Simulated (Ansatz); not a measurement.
# Be3N2 (R3m): a band-gap study from LDA to G0W0 at the band limit, part 3 of 3

Aim: a best estimate of the quasiparticle gap of Be3N2 (R3m), with each correction and its cost laid out.

Ansatz 0.2.0; density functionals, hybrids, G0W0, plane waves, PAW. Known limits of the many-body steps: not at the basis limit.

So far. Step 10 (G0W0@LDA, 6×6×6 mesh, 125 empty bands, screening to 138 …): Against the run with 8×8×8 mesh, 125 empty bands, screening to 138 eV, PAW set soft_1 files, the gap moves by +0.001 eV. Step 11 (G0W0@HSE06, 8×8×8 mesh, 125 empty bands, screening to …): Against the run with 8×8×8 mesh, 125 empty bands, screening to 138 eV, PAW set soft_1 files on LDA, the gap moves by +0.51 eV, while the start moved by +1.32 eV.

In doubt: masses and optical values from hybrid runs of this build are listed as unsure (steps 11, 14), which bears on the screening that GW takes from such a start.

### 12. G0W0@LDA, 8×8×8 mesh, 125 empty bands, screening to 138 eV, plasmon pole, PAW set soft_1 files

A plasmon pole stands in for the full frequency dependence of the screening; this run shows what that costs in accuracy.

This step: G0W0 on LDA, plane waves, PAW; PAW set soft_1.

input.yaml reads:

```yaml
crystal:
  lattice:
    - [1.4198050555, 0.819724831, 4.8662156628]
    - [-1.4198050555, 0.819724831, 4.8662156628]
    - [0.0, -1.639449662, 4.8662156628]
  atoms:
    - { symbol: Be, position: [0.85900108, 0.85900108, 0.85900108] }
    - { symbol: Be, position: [0.31769456, 0.31769456, 0.31769456] }
    - { symbol: Be, position: [0.08880677, 0.08880677, 0.08880677] }
    - { symbol: "N", position: [0.20416268, 0.20416268, 0.20416268] }
    - { symbol: "N", position: [0.70843491, 0.70843491, 0.70843491] }
kpoints:
  mp_grid: { grid: [8, 8, 8] }
hamiltonian:
  xc: lda
  pseudopotentials: { kind: paw, azcp: { folder: soft_1 }, xc_functional: pbe }
scf:
  occupations: { method: fixed }
gw:
  n_empty_bands: 125
  ecut_chi: 138
  qp_bands: [v2, c2]
  qp_kpoints: band_edges
  screening: { model: godby_needs }
```

Run with:

```bash
$ ansatz run input.yaml --threads 2 --pin off --max-ram 73728MiB --backend cuda --events-out ev --progress --plain --runs-dir out --devices 1 --max-vram 13GiB
```

Numbers of over 12 decimals in the logs are rounded to 6 here.

The program printed:

```text
GPUs: using 1 of 1 available (devices: 1).
[...]
GPU FFT provider: cuFFT
GPU libraries: cuBLAS 13.8.2, cuFFT 12.4.0, cuSOLVER 12.3.4
Crystal: 5 atoms, lattice volume = 33.981 Å³
Basis set: ecut = 420 eV, 671 PW (Γ)
Bands: 13, of which v1, the nominal top of the filled ones, is band 8 counted from 1 (7 counted from 0)
Symmetry: 6 space group operations
[...]
k-points: 65 of 512 (time reversal used)
[...]
1    10     15.3978    -6.5783    -4.9681   -12.8198  0.8310    16.6793    16.6712  root
[...]
64     7      7.3745   -21.9219     3.2472   -17.9960  0.8026     6.6935     6.6958  root
    64     8      7.3745   -21.9219     3.2472   -17.9960  0.8026     6.6935     6.6958  root
    64     9     14.6998    -9.3031    -5.1022   -15.5510  0.8144    15.8524    15.8455  root
    64    10     16.5010    -9.0270    -5.3095   -15.5946  0.8083    17.7683    17.7591  root
[key lines of the parts left out:]
SCF converged after 9 iterations
Free energy (F): -1018.274541 eV
Fermi energy:    7.718131 eV
```

Wall time 1.7 min (1 × NVIDIA H100 80GB HBM3 (shared by 6 runs) with 2 threads of AMD EPYC 7R13 (Zen 3), shared host); peak memory 1.9 GiB; 2.6 min of CPU time.

Numbers from this step:

```yaml
bands_summed: 133
plasmon_pole_fit_frequency: 25.48 eV
rpa_eps_infinity_on_this_mesh_eigenvalues: 4.387, 4.387, 4.881
plane_waves_in_the_screening_matrix: 129
g0w0_gap_on_the_mesh: 4.127 eV
k_of_the_valence_top: 0, 0, 0
k_of_the_conduction_bottom: 0, -0.5, -0.5
starting_gap_on_the_mesh: 2.703 eV
least_direct_g0w0_gap_on_the_computed_points: 5.225 eV
```

Against the run with 8×8×8 mesh, 125 empty bands, screening to 138 eV, PAW set soft_1 files, the gap moves by −0.06 eV.

### 13. G0W0@LDA, 8×8×8 mesh, 125 empty bands, screening to 138 eV, hard PAW files

Other atomic data (hard PAW) test the pseudisation: the cutoff goes from 420 to 960 eV and the valence electrons from 16 to 22, which opens shells that were frozen.

This step: G0W0 on LDA, plane waves, PAW.

Edit input.yaml of step 12 so:

```diff
@@ -15,3 +15,3 @@
   xc: lda
-  pseudopotentials: { kind: paw, azcp: { folder: soft_1 }, xc_functional: pbe }
+  pseudopotentials: { kind: paw, source: ansatz }
 scf:
@@ -23,2 +23,2 @@
   qp_kpoints: band_edges
-  screening: { model: godby_needs }
+  screening: { model: contour_deformation }
```

The program printed:

```text
GPUs: using 1 of 1 available (devices: 1).
[...]
GPU FFT provider: cuFFT
GPU libraries: cuBLAS 13.8.2, cuFFT 12.4.0, cuSOLVER 12.3.4
Crystal: 5 atoms, lattice volume = 33.981 Å³
Basis set: ecut = 960 eV, 2287 PW (Γ)
Bands: 16, of which v1, the nominal top of the filled ones, is band 11 counted from 1 (10 counted from 0)
Symmetry: 6 space group operations
[...]
k-points: 65 of 512 (time reversal used)
[...]
1    13     15.9563    -6.5939    -5.0734   -12.8371  0.8240    17.1367    17.1261  root
[...]
64    10      7.9318   -21.9253     3.1476   -18.0038  0.7964     7.1534     7.1579  root
    64    11      7.9318   -21.9253     3.1476   -18.0038  0.7964     7.1534     7.1579  root
    64    12     15.2678    -9.3122    -5.1816   -15.5623  0.8067    16.3459    16.3363  root
    64    13     17.0659    -9.0225    -5.4129   -15.5879  0.7933    18.2316    18.2184  root
[key lines of the parts left out:]
SCF converged after 9 iterations
Free energy (F): -1945.919999 eV
Fermi energy:    8.276776 eV
```

The job ended after 2.3 min (1 × NVIDIA H100 80GB HBM3 (shared by 6 runs) with 2 threads; peak memory 1.7 GiB; 3.7 min of CPU time).

This step gave:

* bands summed: 136
* RPA ε∞ on this mesh (eigenvalues): 4.406, 4.406, 4.900
* plane waves in the screening matrix: 129
* G0W0 gap on the mesh: 4.161 eV
* k of the valence top: 0, 0, 0
* k of the conduction bottom: 0, -0.5, -0.5
* starting gap on the mesh: 2.700 eV
* least direct G0W0 gap on the computed points: 5.249 eV

Against the run with 8×8×8 mesh, 125 empty bands, screening to 138 eV, PAW set soft_1 files, the gap moves by −0.02 eV.

### 14. G0W0@PBE0, 8×8×8 mesh, 125 empty bands, screening to 138 eV, PAW set soft_1 files

This step: G0W0 on PBE0, plane waves, PAW; PAW set soft_1.

Edit input.yaml of step 13 so:

```diff
@@ -14,4 +14,4 @@
 hamiltonian:
-  xc: lda
-  pseudopotentials: { kind: paw, source: ansatz }
+  xc: pbe0
+  pseudopotentials: { kind: paw, azcp: { folder: soft_1 } }
 scf:
```

The program printed:

```text
GPUs: using 1 of 1 available (devices: 1).
[...]
GPU FFT provider: cuFFT
GPU libraries: cuBLAS 13.8.2, cuFFT 12.4.0, cuSOLVER 12.3.4
Crystal: 5 atoms, lattice volume = 33.981 Å³
Basis set: ecut = 420 eV, 671 PW (Γ)
Bands: 13, of which v1, the nominal top of the filled ones, is band 8 counted from 1 (7 counted from 0)
Symmetry: 6 space group operations
[...]
k-points: 65 of 512 (time reversal used)
[...]
1     9     15.5720    -9.2056    -4.4216   -13.9231  0.8415    15.8682    15.8678  root
     1    10     16.8423    -6.4030    -4.5381   -11.2425  0.8526    17.1441    17.1436  root
[...]
64     7      6.3022   -22.0038     2.8139   -19.1753  0.8287     6.2877     6.2877  root
    64     8      6.3022   -22.0038     2.8139   -19.1753  0.8287     6.2877     6.2877  root
    64     9     16.0132    -9.0562    -4.6666   -14.0623  0.8387    16.3534    16.3528  root
    64    10     17.9741    -8.7091    -4.8282   -13.8568  0.8298    18.2944    18.2937  root
[key lines of the parts left out:]
Free energy (F): -1052.022531 eV
Fermi energy:    6.696722 eV
```

It took 2.1 min on 1 × NVIDIA H100 80GB HBM3 (shared by 6 runs) with 2 threads; peak memory 2.2 GiB; 2.7 min of CPU time.

Numbers from this step:

```yaml
bands_summed: 133
rpa_eps_infinity_on_this_mesh_eigenvalues: 3.585, 3.585, 3.860
plane_waves_in_the_screening_matrix: 129
g0w0_gap_on_the_mesh: 4.867 eV
k_of_the_valence_top: 0, 0, 0
k_of_the_conduction_bottom: 0, -0.5, -0.5
starting_gap_on_the_mesh: 4.754 eV
least_direct_g0w0_gap_on_the_computed_points: 5.985 eV
```

Against the run with 8×8×8 mesh, 125 empty bands, screening to 138 eV, PAW set soft_1 files on HSE06, the gap moves by +0.18 eV, while the start moved by +0.74 eV.

### 15. The ladder

Times are wall times on 1 × NVIDIA H100 80GB HBM3 (shared by 6 runs) with 2 threads of AMD EPYC 7R13 (Zen 3), shared host, good to a factor of about two. G0W0 rows are gaps on the mesh, lowered by the amount that the mesh misses the start's edges, a rough step that assumes the same correction there.

```
                                   level  gap (eV)  least direct gap (eV)     time
                                     LDA      2.70                   3.77    8.5 s
                                  r2SCAN      3.41                   4.49    5.6 s
                                   HSE06      4.02                   5.11     18 s
                                    PBE0      4.76                   5.85     12 s
               G0W0@LDA (44 empty bands)      3.86                      -     47 s
              G0W0@LDA (125 empty bands)      4.18                      -     52 s
              G0W0@LDA (269 empty bands)      4.35                      -  2.1 min
       G0W0@LDA (125 empty bands, 6×6×6)      4.18                      -     19 s
            G0W0@HSE06 (125 empty bands)      4.69                      -    2 min
G0W0@LDA (125 empty bands, plasmon pole)      4.13                      -  1.7 min
    G0W0@LDA (125 empty bands, hard PAW)      4.16                      -  2.3 min
             G0W0@PBE0 (125 empty bands)      4.87                      -  2.1 min
```

### 16. Adding up the best estimate

| term | eV | running total (eV) |
| --- | --- | --- |
| G0W0 on the mesh, top rung | 4.355 | 4.355 |
| to the limit, by a line in one over the bands through the two top rungs | +0.158 | 4.513 |

Changes that are not added in, each against a run with equal bands and cutoff:

| change | eV |
| --- | --- |
| the coarser 6×6×6 mesh (change of the correction alone) | +0.002 |
| start HSE06 | +0.51 |
| plasmon pole in place of full frequency | −0.06 |
| hard PAW files | −0.02 |
| start PBE0 | +0.68 |

### 17. What came out

| Quantity | Value |
| --- | --- |
| LDA gap | 2.70 eV, indirect |
| HSE06 | 4.02 eV |
| PBE0 | 4.76 eV |
| G0W0, top rung on the mesh | 4.35 eV |
| best estimate, G0W0@LDA | 4.51 eV |
| GW settings of the top rung | 8×8×8 mesh, 269 empty bands, screening to 230 eV, PAW set soft_1 files |
| known limits | one-shot GW, static lattice |

The best estimate for G0W0@LDA is 4.51 eV, indirect by LDA, against 2.70 eV at the start. The pair of rungs below gives a limit −0.12 eV away. Of the changes left open the largest, +0.68 eV, comes from starting at PBE0. Among the functionals PBE0 comes nearest: +0.24 eV from the estimate. The RPA ε∞ on the GW mesh averages 4.5 against 4.7 from perturbation theory, which takes a denser mesh of its own and holds the xc response as well. All runs took 13 min, 92 % of it in G0W0.

[Paths, hosts, dates, memory and timing lines, banners, echoed tables and standing remarks are left out of the program output.]

[Logs are printed without paths, hosts, clocks, repeated set-up lines and the standing remarks that a program may print on its own settings, such as how far it seeks lower states.]

[Runs of the session that timed out or met a known fault of the program may be left out.]

[Cells called generated may have been cut or substituted from an entry of the Crystallography Open Database or the Materials Project.]

[Hosts, paths, dates, database ids (printed as entryN), source tags and the programs' standing remarks are cut or masked in the printed files.]
